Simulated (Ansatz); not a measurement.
# Al2Au: optical spectrum from first principles

What colour and refractive index does Al2Au have at this level of theory?

Program: Ansatz 0.2.0. Level of theory: DFT, PBE, plane-wave PAW, default files, scalar-relativistic, independent-particle optical response without local fields. Values are calculated unless marked as measured.

## 1. Set-up

Symmetry: Fm-3m, No. 225, cubic system. Conventional cell: a = 6.000 Å, b = 6.000 Å, c = 6.000 Å, α = 90.00°, β = 90.00°, γ = 90.00°. Au has 8 Al at 2.60 Å nearest. Nearest to Al lie 4 Au at 2.60 Å. Farther neighbours, and contacts between anions beyond the nearest, are not listed.

## 2. Ground state and bands

First the ground state: is it a metal or has it a gap?

This step: DFT, PBE, plane-wave PAW, default files, scalar-relativistic, ground state (Ansatz 0.2.0).

input.yaml reads:

```yaml
crystal:
  lattice:
    - [0.0, 3.0, 3.0]
    - [3.0, 0.0, 3.0]
    - [3.0, 3.0, 0.0]
  atoms:
    - { symbol: Au, position: [0.0, 0.0, 0.0] }
    - { symbol: Al, position: [0.75, 0.75, 0.75] }
    - { symbol: Al, position: [0.25, 0.25, 0.25] }
kpoints:
  mp_grid: { grid: [7, 7, 7] }
  band_path:
    path:
      - [[0.0, 0.0, 0.0], [0.5, 0.0, 0.5], [0.5, 0.25, 0.75], [0.375, 0.375, 0.75], [0.0, 0.0, 0.0], [0.5, 0.5, 0.5], [0.625, 0.25, 0.625], [0.5, 0.25, 0.75], [0.5, 0.5, 0.5], [0.375, 0.375, 0.75]]
      - [[0.625, 0.25, 0.625], [0.5, 0.0, 0.5]]
    npoints: 6
scf:
  occupations: { method: fermi_dirac, width: 0.05 }
  n_extra_bands: 7
hamiltonian:
  xc: pbe
  pseudopotentials: { kind: paw }
output:
  forces: true
  stress: true
  populations: true
  write_bands: true
  write_density: true
  write_potential: true
  elf: true
  volumetric_format: npy
```

On the command line:

```
ansatz run input.yaml --threads 4 --pin off --max-ram 8192MiB --backend cpu --events-out ev --progress --plain --runs-dir out
```

The log of the run:

```text
scf.n_extra_bands = 7 over 13 filled bands (N_el = 25.0): the run solves 20 bands
Engine: ansatz 0.2.0, x86_64-unknown-linux-gnu
Pseudopotentials: kind: paw
Pseudopotential: Au, paw, valence charge 19, recommended cutoff 420 eV (normal), Au.paw.azcp
Pseudopotential: Al, paw, valence charge 3, recommended cutoff 420 eV (normal), Al.paw.azcp
Functional definition: PBE
  parameter kappa = 0.804
  parameter beta = 0.066725
  exchange = pbe_x(kappa = kappa, mu = beta*pi^2/3)
  correlation = pbe_c(beta = beta)
Crystal: 3 atoms, lattice volume = 54.000 Å³
Basis set: ecut = 420 eV, 1067 PW (Γ), exchange–correlation on 60×60×60 points (8 copies of the dense FFT grid, shifted against one another)
Bands: 20, of which v1, the nominal top of the filled ones, is band 13 counted from 1 (12 counted from 0)
Symmetry: 48 space group operations
Space group: Fm-3m (ITA 225), of the structure as read, at distance tolerance 3.8e-5 Å
k-points: 20 of 343
Non-local potential: Au, projectors of the file, l = 0: 3, l = 1: 2, l = 2: 2, l = 3: 1
Non-local potential: Al, projectors of the file, l = 0: 2, l = 1: 2, l = 2: 1
PAW form: soft (Blöchl's): semilocal exchange-correlation on the pseudo side does not see the compensation charge
PAW one-centre angular grid: Au, 590 points (default); XC on 64 Gauss nodes
PAW one-centre angular grid: Al, 110 points (default); XC on 64 Gauss nodes
Initial density: superposition of atomic densities (neutral atoms: chi_scale 0, normalization atom), corrected by the library's trained network
Initial wavefunctions: pseudopotential atomic-orbital guess
Functional: x = pbe(κ = 0.804, μ = 0.219515), c = pbe(β = 0.066725)
SCF iter   1: F=—  HF=-14225.616961 eV  |F-HF|=—  |Δ(HF+E_count)|=         —  Δρ=2.33e-3  dr2=2.52e-3  ethr=1.77e-3  ⟨swp⟩=5.7  Hψ=2043  notcnv=0  defer=1
preconditioner: auto → none  [insulator: Δε(μ)=0.167 eV  Ē_g=11.156 eV  σ=0.050 eV  W_gap=0.53  n_scr=14 (ndim 8)  ℏωp=20.8 eV  f_vac=0.007  D(μ)=0.99/eV (n_scr^D=8)  ε∞_Penn≈4.5]
SCF iter   2: F=—  HF=-14225.617766 eV  |F-HF|=—  |Δ(HF+E_count)|=   8.05e-4  Δρ=8.53e-4  dr2=3.28e-4  ethr=1.01e-5  ⟨swp⟩=2.2  Hψ=732  notcnv=0  defer=15
SCF iter   3: F=—  HF=-14225.618051 eV  |F-HF|=—  |Δ(HF+E_count)|=   2.85e-4  Δρ=2.67e-4  dr2=3.44e-5  ethr=1.31e-6  ⟨swp⟩=2.0  Hψ=472  notcnv=0  defer=15
SCF iter   4: F=—  HF=-14225.618041 eV  |F-HF|=—  |Δ(HF+E_count)|=   9.73e-6  Δρ=2.10e-5  dr2=2.69e-7  ethr=1.37e-7  ⟨swp⟩=2.0  Hψ=499  notcnv=0  defer=15
iter 5 did not close the SCF: its close was put off for the readings that it lacked (scf_convergence_deferred on its scf_iter line)
SCF iter   5: F=-14225.618042 eV  HF=-14225.618042 eV  |F-HF|=7.10e-9  |Δ(HF+E_count)|=   4.35e-7  Δρ=5.01e-6  dr2=1.33e-8  ethr=1.07e-9  ⟨swp⟩=2.1  Hψ=527  notcnv=0  defer=15
SCF iter   6: F=-14225.618042 eV  HF=-14225.618042 eV  |F-HF|=1.46e-10  |Δ(HF+E_count)|=   1.18e-9  Δρ=7.80e-7  dr2=2.73e-10  ethr=5.31e-11  ⟨swp⟩=9.4  Hψ=2524  notcnv=0
SCF 1 converged in 6 iterations: F = -14225.618042 eV  dr2 = 2.73e-10
  greatest PAW one-centre occupation: 1.001 electrons in one spin orbital (limit 2), on the Au atom at site 0 (counted from 0), in its partial waves of l = 0
NSCF: frozen V_eff on 62 k-points
SCF converged after 6 iterations
Free energy (F): -14225.618042 eV
Harris-Foulkes:  -14225.618042 eV  (|F-HF|=1.46e-10)
Internal energy: -14225.609837 eV  (E = F + TS)
E sigma→0 (E₀):  -14225.613939 eV
Entropy (-TS):   -0.008205 eV (-2.735 meV/atom)
Fermi energy:    11.263331 eV
--- Per-component energies (eV) ---
  E_band       = -374.336531
  E_kinetic    = 650.357258
  E_local      = -2964.427877  (includes V_loc(G=0)·N_el)
  E_nonlocal   = 88.474923
  E_hartree    = 1275.961158
  E_xc         = -309.576740
  E_vxc        = -336.101277  (∫ρ·V_xc dr)
  E_paw        = -10638.314096  (= ΣΔE_a)
  E_vpaw       = -364.564266  (= ΣTr[D̂ρ^β])
  E_aug_tail   = 0.001402  (compensation charges beyond the density's cutoff)
  E_ewald      = -2328.085865
  E_smearing   = -0.008205  (= −TS)
  E_closure    = -0.000000  (closes the sum)
  Σ components = -14225.618042   (vs F -14225.618042, Δ=0.00e0)
--- Forces (eV/Å), atoms counted from 1 ---
  atom   1  Au    -0.00000000     0.00000000    -0.00000000
  atom   2  Al    -0.00000000    -0.00000000     0.00000000
  atom   3  Al     0.00000000    -0.00000000     0.00000000
  max |Σ_I F_I| component: 4.16e-17 eV/Å
--- Stress (GPa, compression-positive) ---
        3.396506       0.000000       0.000000
        0.000000       3.396506       0.000000
        0.000000       0.000000       3.396506
  P = ⅓ Tr σ = 3.3965 GPa (33.965 kbar)
--- Band table (eV; the first three rows and the last of 20) ---
  k-point 0: bands = [... 9 lower, 5.6315, 13.5142, 14.2189, 14.2189, 14.2189, 15.1866, 15.1866, 15.1866, ... 3 higher]
  k-point 1: bands = [... 9 lower, 5.6203, 11.4514, 13.3966, 13.3966, 13.7992, 15.9540, 15.9540, 16.4707, ... 3 higher]
  k-point 2: bands = [... 9 lower, 5.6441, 8.5796, 12.3826, 12.3826, 14.1596, 15.4714, 15.4714, 15.6318, ... 3 higher]
  k-point 19: bands = [... 9 lower, 5.9301, 7.0680, 7.5510, 9.4710, 14.3212, 16.0574, 16.3662, 17.4681, ... 3 higher]
--- Löwdin populations: 3 sites ---
  site symbol       q [e]
     0     Au     18.3128
     1     Al      3.2359
     2     Al      3.2359
  spilling = 0.008612 (of n_electrons = 25.000000)
```

Elapsed: 0.6 s, on 4 threads of Intel Xeon Platinum 8488C (Sapphire Rapids), shared host; peak memory 0.47 GiB.

Reading the cycles: dr2 is the Hartree energy of the density residual (eV), the measure of convergence; HF is the Harris–Foulkes estimate of the energy, which meets the free energy F at convergence.

This step gave:

| Item | Value |
| --- | --- |
| free energy | -14225.6180 eV |
| Fermi energy | 11.26 eV |
| electrons | 25 |
| symmetry operations | 48 |
| pressure | 3.397 GPa |
| volume | 54.00 Å³ |
| gap on the path | 0 eV |

There are states at the Fermi level within the smearing, so the occupations stay smeared and the carriers get a Drude term. The cell is left with a pressure of 3.4 GPa, as it stands unrelaxed at this level.

The electronic bands at the labelled points (eV, zero at the Fermi level; # counts the bands kept):

| point | #6 | #7 | #8 | #9 | #10 | #11 | #12 | #13 |
| --- | --- | --- | --- | --- | --- | --- | --- | --- |
| Γ | -5.63 | 2.25 | 2.96 | 2.96 | 2.96 | 3.92 | 3.92 | 3.92 |
| halfway | -5.48 | -0.98 | -0.39 | -0.39 | 1.53 | 2.88 | 6.61 | 6.93 |
| X | -5.33 | -5.01 | -2.11 | -2.11 | 1.28 | 2.11 | 7.61 | 9.82 |
| halfway | -5.16 | -5.10 | -2.82 | -2.15 | 2.23 | 3.02 | 6.28 | 8.14 |
| W | -5.19 | -4.02 | -4.02 | -2.18 | 4.13 | 4.13 | 5.22 | 5.31 |
| halfway | -5.30 | -4.46 | -3.51 | -1.85 | 2.73 | 4.53 | 5.24 | 6.76 |
| K | -5.53 | -4.61 | -3.38 | -1.36 | 1.86 | 4.38 | 6.01 | 7.74 |
| halfway | -5.52 | -2.09 | -1.39 | 1.46 | 3.36 | 4.11 | 4.30 | 5.53 |
| Γ | -5.63 | 2.25 | 2.96 | 2.96 | 2.96 | 3.92 | 3.92 | 3.92 |
| halfway | -5.63 | -2.01 | 1.35 | 1.35 | 2.81 | 4.35 | 4.35 | 4.57 |
| L | -5.51 | -5.44 | 0.36 | 0.36 | 3.29 | 3.62 | 3.82 | 3.82 |
| halfway | -5.54 | -5.04 | -1.73 | -0.37 | 2.33 | 4.74 | 5.15 | 6.10 |
| U | -5.53 | -4.61 | -3.38 | -1.36 | 1.86 | 4.38 | 6.01 | 7.74 |
| halfway | -5.30 | -4.46 | -3.51 | -1.85 | 2.73 | 4.53 | 5.24 | 6.76 |
| W | -5.19 | -4.02 | -4.02 | -2.18 | 4.13 | 4.13 | 5.22 | 5.31 |
| halfway | -5.44 | -4.91 | -2.06 | -0.81 | 2.95 | 3.88 | 5.91 | 6.50 |
| L | -5.51 | -5.44 | 0.36 | 0.36 | 3.29 | 3.62 | 3.82 | 3.82 |
| halfway | -5.54 | -5.04 | -1.73 | -0.37 | 2.33 | 4.74 | 5.15 | 6.10 |
| K | -5.53 | -4.61 | -3.38 | -1.36 | 1.86 | 4.38 | 6.01 | 7.74 |
| jump to U | -5.53 | -4.61 | -3.38 | -1.36 | 1.86 | 4.38 | 6.01 | 7.74 |
| halfway | -5.35 | -5.16 | -2.64 | -1.91 | 1.59 | 2.71 | 6.96 | 9.03 |
| X | -5.33 | -5.01 | -2.11 | -2.11 | 1.28 | 2.11 | 7.61 | 9.82 |

Valence density in the ac plane of a cell with a along [110], b along [-110] and c along [001] of the cube at fractional y = 0.000, with atoms of Au and Al within 0.2 Å of it. It is the smooth field of the valence electrons, not physical close to the nuclei.

Values in e/Å³, 9 rows by 16 columns, each cell a mean:
```
 8  2  0  0  0  0  1  6  8  2  0  0  0  0  1  6
 1  0  0  0  0  0  0  1  1  0  0  0  0  0  0  1
 0  0  0  0  0  0  0  0  0  0  0  0  0  0  0  0
 0  0  0  0  0  0  0  0  0  0  0  0  0  0  0  0
 0  0  0  0  0  0  0  0  0  0  0  0  0  0  0  0
 0  0  0  0  0  0  0  0  0  0  0  0  0  0  0  0
 0  0  0  0  0  0  0  0  0  0  0  0  0  0  0  0
 2  1  0  0  0  0  0  1  2  1  0  0  0  0  0  1
10  3  0  0  0  0  2  8 10  3  0  0  0  0  2  8
```

Electrostatic potential energy in the ac plane of a cell with a along [110], b along [-110] and c along [001] of the cube at fractional y = 0.000, with atoms of Au and Al within 0.2 Å of it. With pseudopotentials it is smooth inside the atoms' cores, unlike the true potential.

Ten even steps from '_' (-40 eV) to '@' (15 eV), each cell a mean:
```
____==%%@@%%%%@@%%**..______==%%@@%%%%@@%%**..__
..--##%%%%##**##%%%%++::..--##%%%%##**##%%%%++::
####%%%%********##%%%%######%%%%********##%%%%##
@@@@@@##**##%%****%%@@@@@@@@@@##**##%%****%%@@@@
@@@@@@##**####****%%@@@@@@@@@@##**####****%%@@@@
@@@@@@%%##******##@@@@@@@@@@@@%%##******##@@@@@@
@@@@@@@@%%%%##%%@@@@@@@@@@@@@@@@%%%%##%%@@@@@@@@
@@@@@@@@@@@@@@@@@@@@@@@@@@@@@@@@@@@@@@@@@@@@@@@@
@@@@@@@@@@@@%%@@@@@@@@@@@@@@@@@@@@@@%%@@@@@@@@@@
@@@@@@@@%%##**##%%@@@@@@@@@@@@@@%%##**##%%@@@@@@
@@@@@@%%********##@@@@@@@@@@@@%%********##@@@@@@
@@@@@@##**##%%****%%@@@@@@@@@@##**##%%****%%@@@@
%%@@@@##**####****%%@@%%%%@@@@##**####****%%@@%%
==**%%%%##******##%%##++==**%%%%##******##%%##++
__..++%%%%%%##%%%%##--____..++%%%%%%##%%%%##--__
____--%%@@@@@@@@@@**..______--%%@@@@@@@@@@**..__
```

## 3. Spectrum

The spectrum is a sum over vertical transitions between filled and empty bands at the fixed density, so many empty bands are needed.

This step: DFT, PBE, plane-wave PAW, default files, scalar-relativistic, independent-particle optical response without local fields (Ansatz 0.2.0).

input.yaml, the sections that differ from step 2:

```yaml
kpoints:
  mp_grid: { grid: [9, 9, 9] }
scf:
  occupations: { method: fermi_dirac, width: 0.05 }
output:
  optics:
    e_range: [0, 20]
    de: 0.05
    sigma: 0.1
    drude_damping: 0.05
    nscf_kmesh: { grid: [10, 10, 10] }
    bands: { spectra_wanted_up_to: 20 }
# crystal, hamiltonian: as in step 2
```

The log of the run:

```text
[...]
Crystal: 3 atoms, lattice volume = 54.000 Å³
Basis set: ecut = 420 eV, 1067 PW (Γ)
Bands: 17, of which v1, the nominal top of the filled ones, is band 13 counted from 1 (12 counted from 0)
[... 1 set-up line as in the run before ...]
[...]
k-points: 35 of 729
[...]
SCF iter   1: F=—  HF=-14225.618035 eV  |F-HF|=—  |Δ(HF+E_count)|=         —  Δρ=2.32e-3  dr2=2.56e-3  ethr=1.77e-3  ⟨swp⟩=5.7  Hψ=3059  notcnv=0
[...]
SCF iter   9: F=-14225.619153 eV  HF=-14225.619153 eV  |F-HF|=3.64e-12  |Δ(HF+E_count)|=  1.09e-11  Δρ=3.61e-8  dr2=5.53e-13  ethr=1.00e-12  ⟨swp⟩=3.5  Hψ=1474  notcnv=0
SCF 1 converged in 9 iterations: F = -14225.619153 eV  dr2 = 5.53e-13
[...]
NSCF: frozen V_eff on 47 k-points
output.optics: what the bands over the 44 summed would add to eps1, eps2 and the energy-loss function is held between a lower and an upper bound (7 Lanczos steps). eps1, eps2 and their loss function (loss_summed_bands) are given on every row as the summed bands alone make them. Along an axis, on a row where the two bounds hold the loss function to about 1 % of the greater of itself and 0.5 % of |1/eps|, its cell (loss_completed) is given, with the completed eps1 and eps2 that it is formed of (a cell that is left empty reads nan in the table and null in the record). The two bounds hold it so along every axis on all 400 rows up to 20.000 eV. [rest of the remark cut]
SCF converged after 9 iterations
Free energy (F): -14225.619153 eV
[...]
Internal energy: -14225.607942 eV  (E = F + TS)
E sigma→0 (E₀):  -14225.613547 eV
Entropy (-TS):   -0.011211 eV (-3.737 meV/atom)
Fermi energy:    11.285161 eV
[...]
--- Band table (eV; the first three rows and the last of 35) ---
  k-point 0: bands = [... 9 lower, 5.6340, 13.5123, 14.2194, 14.2194, 14.2194, 15.1865, 15.1865, 15.1865]
  k-point 1: bands = [... 9 lower, 5.6258, 12.1306, 13.6334, 13.6334, 13.7355, 15.8069, 15.8069, 16.4301]
  k-point 2: bands = [... 9 lower, 5.6253, 9.8031, 12.8118, 12.8118, 13.9953, 15.7327, 15.7327, 16.0033]
  k-point 34: bands = [... 9 lower, 5.9676, 7.0954, 7.6009, 9.2771, 14.9709, 15.5074, 16.0675, 17.4815]
```

Wall time 16 s (4 threads); peak memory 1.1 GiB.

Numbers from this step:

- main peak of the optical conductivity above 1 eV, first axis: 3.375 eV
- Drude plasma energy, first axis: 7.634 eV
- bands summed: 44
- spectra valid up to: 30.50 eV
- program's estimate of the k-sum error in Im epsilon: 0.15 %
- electrons in the f-sum: 17.94

The Im ε, any direction by photon energy; read off at these points:

photon energy (eV), Im ε, any direction and a bar:
```
     0.50         58 ##############################
     1.00          7 ###
     1.50          3 #
     2.00          4 ##
     2.50         10 #####
     2.80         24 ############
     3.00         22 ###########
     3.50         18 #########
     4.00         10 #####
     4.50          8 ####
     5.00          6 ###
     5.50          5 ##
     6.00          4 ##
     6.50          3 #
     7.00          2 #
     7.50          2 #
     8.00          2 #
     8.50          2 #
     9.00          3 #
     9.50          3 #
    10.00          2 #
    10.50          2 #
    11.00          2 #
    11.50          2 #
    12.00          2 #
    12.50          2 #
    13.00          1 
    13.50          1 
    14.00          1 
    14.50          1 
    15.00          1 
    15.50          1 
    16.00          1 
    16.50          1 
    17.00          1 
    17.50          1 
    18.00          1 
    18.50          1 
    19.00          1 
    19.50          1 
    20.00          1
```

Table of Re ε, any direction by photon energy:

| photon energy (eV) | Re ε, any direction |
| --- | --- |
| 0.5 | -240 |
| 1.0 | -54.9 |
| 1.5 | -16.5 |
| 2.0 | -0.652 |
| 2.5 | 13.8 |
| 3.0 | -0.0536 |
| 3.5 | -9.33 |
| 4.0 | -6.23 |
| 4.5 | -6.20 |
| 5.0 | -4.88 |
| 5.5 | -3.59 |
| 6.0 | -3.43 |
| 6.5 | -2.79 |
| 7.0 | -2.31 |
| 7.5 | -1.33 |
| 8.0 | -0.537 |
| 8.5 | -0.255 |
| 9.0 | -0.289 |
| 9.5 | -1.33 |
| 10.0 | -0.803 |
| 10.5 | -0.410 |
| 11.0 | -0.418 |
| 11.5 | -0.489 |
| 12.0 | -0.467 |
| 12.5 | -0.438 |
| 13.0 | -0.521 |
| 13.5 | -0.335 |
| 14.0 | -0.166 |
| 14.5 | -0.167 |
| 15.0 | -0.126 |
| 15.5 | -0.0459 |
| 16.0 | 0.0574 |
| 16.5 | 0.134 |
| 17.0 | 0.226 |
| 17.5 | 0.301 |
| 18.0 | 0.288 |
| 18.5 | 0.332 |
| 19.0 | 0.240 |
| 19.5 | 0.424 |
| 20.0 | 0.477 |

The loss function −Im 1/ε at q → 0, any direction has structure finer than the step of the table below, so its rows give means over 0.5 eV. Peaks (eV: height): 2.00: 0.275, 8.05: 0.482, 16.45: 1.50, 19.15: 1.50.

Loss function −Im 1/ε at q → 0, any direction against energy loss; means over each step:

| energy loss (eV) | loss function −Im 1/ε at q → 0, any direction |
| --- | --- |
| 1.0 | 0.00250 |
| 1.5 | 0.0145 |
| 2.0 | 0.169 |
| 2.5 | 0.0442 |
| 3.0 | 0.0440 |
| 3.5 | 0.0479 |
| 4.0 | 0.0710 |
| 4.5 | 0.0801 |
| 5.0 | 0.102 |
| 5.5 | 0.132 |
| 6.0 | 0.148 |
| 6.5 | 0.177 |
| 7.0 | 0.220 |
| 7.5 | 0.360 |
| 8.0 | 0.470 |
| 8.5 | 0.412 |
| 9.0 | 0.364 |
| 9.5 | 0.314 |
| 10.0 | 0.465 |
| 10.5 | 0.537 |
| 11.0 | 0.523 |
| 11.5 | 0.535 |
| 12.0 | 0.592 |
| 12.5 | 0.609 |
| 13.0 | 0.700 |
| 13.5 | 0.867 |
| 14.0 | 0.976 |
| 14.5 | 0.989 |
| 15.0 | 1.09 |
| 15.5 | 1.34 |
| 16.0 | 1.37 |
| 16.5 | 1.46 |
| 17.0 | 1.39 |
| 17.5 | 1.25 |
| 18.0 | 1.24 |
| 18.5 | 1.20 |
| 19.0 | 1.40 |
| 19.5 | 1.21 |

The refractive index n and extinction k by photon energy:

| photon energy (eV) | n | k |
| --- | --- | --- |
| 1 | 0.482 | 7.42 |
| 2 | 1.21 | 1.45 |
| 3 | 3.34 | 3.35 |
| 4 | 1.64 | 2.98 |
| 5 | 1.11 | 2.47 |
| 6 | 0.910 | 2.06 |
| 7 | 0.680 | 1.67 |
| 8 | 0.856 | 1.13 |
| 9 | 1.11 | 1.24 |
| 10 | 0.730 | 1.16 |
| 11 | 0.857 | 1.07 |
| 12 | 0.760 | 1.02 |
| 13 | 0.630 | 0.958 |
| 14 | 0.646 | 0.763 |
| 15 | 0.633 | 0.726 |
| 16 | 0.628 | 0.580 |
| 17 | 0.671 | 0.473 |
| 18 | 0.717 | 0.476 |
| 19 | 0.667 | 0.453 |
| 20 | 0.792 | 0.389 |

Values under 1 per cm are given as 1. The absorption coefficient, any direction by photon energy:

| photon energy (eV) | absorption coefficient, any direction (1/cm) |
| --- | --- |
| 0.500 | 7.9e5 |
| 1.000 | 7.5e5 |
| 1.500 | 6.2e5 |
| 2.000 | 2.9e5 |
| 2.500 | 3.3e5 |
| 3.000 | 1.0e6 |
| 3.500 | 1.4e6 |
| 4.000 | 1.2e6 |
| 4.500 | 1.3e6 |
| 5.000 | 1.3e6 |
| 5.500 | 1.2e6 |
| 6.000 | 1.3e6 |
| 6.500 | 1.2e6 |
| 7.000 | 1.2e6 |
| 7.500 | 1.0e6 |
| 8.000 | 9.1e5 |
| 8.500 | 1.0e6 |
| 9.000 | 1.1e6 |
| 9.500 | 1.4e6 |
| 10.000 | 1.2e6 |
| 10.500 | 1.1e6 |
| 11.000 | 1.2e6 |
| 11.500 | 1.3e6 |
| 12.000 | 1.2e6 |
| 12.500 | 1.3e6 |
| 13.000 | 1.3e6 |
| 13.500 | 1.2e6 |
| 14.000 | 1.1e6 |
| 14.500 | 1.1e6 |
| 15.000 | 1.1e6 |
| 15.500 | 9.8e5 |
| 16.000 | 9.4e5 |
| 16.500 | 8.5e5 |
| 17.000 | 8.2e5 |
| 17.500 | 8.3e5 |
| 18.000 | 8.7e5 |
| 18.500 | 8.9e5 |
| 19.000 | 8.7e5 |
| 19.500 | 7.0e5 |
| 20.000 | 7.9e5 |

Optical constants at common wavelengths, from n + ik = √ε:

| wavelength (nm) | n | k | R (%) | 1/α |
| --- | --- | --- | --- | --- |
| 1064 | 0.39 | 6.109 | 96.0 | 14 nm |
| 800 | 0.34 | 3.800 | 91.5 | 17 nm |
| 450 | 4.05 | 2.962 | 52.7 | 12 nm |
| 405 | 3.22 | 3.391 | 56.0 | 9.5 nm |
| 365 | 2.68 | 3.708 | 60.7 | 7.8 nm |
| 248 | 1.11 | 2.473 | 57.9 | 8.0 nm |
| 193 | 0.86 | 1.886 | 50.8 | 8.1 nm |

A polished face would reflect 28 % of daylight and look violet (CIE x = 0.271, y = 0.246 under D65).

## 4. Outcome

```json
{
  "gap on the path": "0 eV",
  "main peak of the optical conductivity above 1 eV, first axis": "3.37 eV",
  "Drude plasma energy, first axis": "7.63 eV"
}
```

At this level (PBE, independent particles) Al2Au is a metal with a Drude plasma energy of 7.6 eV; it reflects 24 % at 550 nm. Along x the bare Drude plasma energy is 7.6 eV; Re ε first rises through zero at 2.03 eV, far lower, because interband transitions screen the carriers. Im ε is 3.6 there, so the loss peak at that energy is weak. A polished face would reflect 28 % of daylight and look violet (CIE x = 0.271, y = 0.246 under D65). In the base run ε includes the program's bounded estimate of what the bands above those summed add. The carriers' damping of 0.05 eV is typed, not computed; at 0.8 eV the carriers give 42 % of Im ε, the rest is interband. Spin-orbit coupling is left out although heavy atoms are present. The Fermi-Dirac width of 0.05 eV acts as an electron temperature of 580 K in the carriers' term.

[Long decimals in the printed logs are rounded to 6 places.]

[Logs are printed without paths, hosts, clocks, repeated set-up lines and the standing remarks that a program may print on its own settings, such as how far it seeks lower states.]

[Hosts, paths, dates, database ids (printed as entryN), source tags and the programs' standing remarks are cut or masked in the printed files.]

[Where the starting crystal was built by hand or by swapping elements, it need not be the compound's stable phase.]

[The count of steps not shown may lack steps that the program refused or didn't finish.]
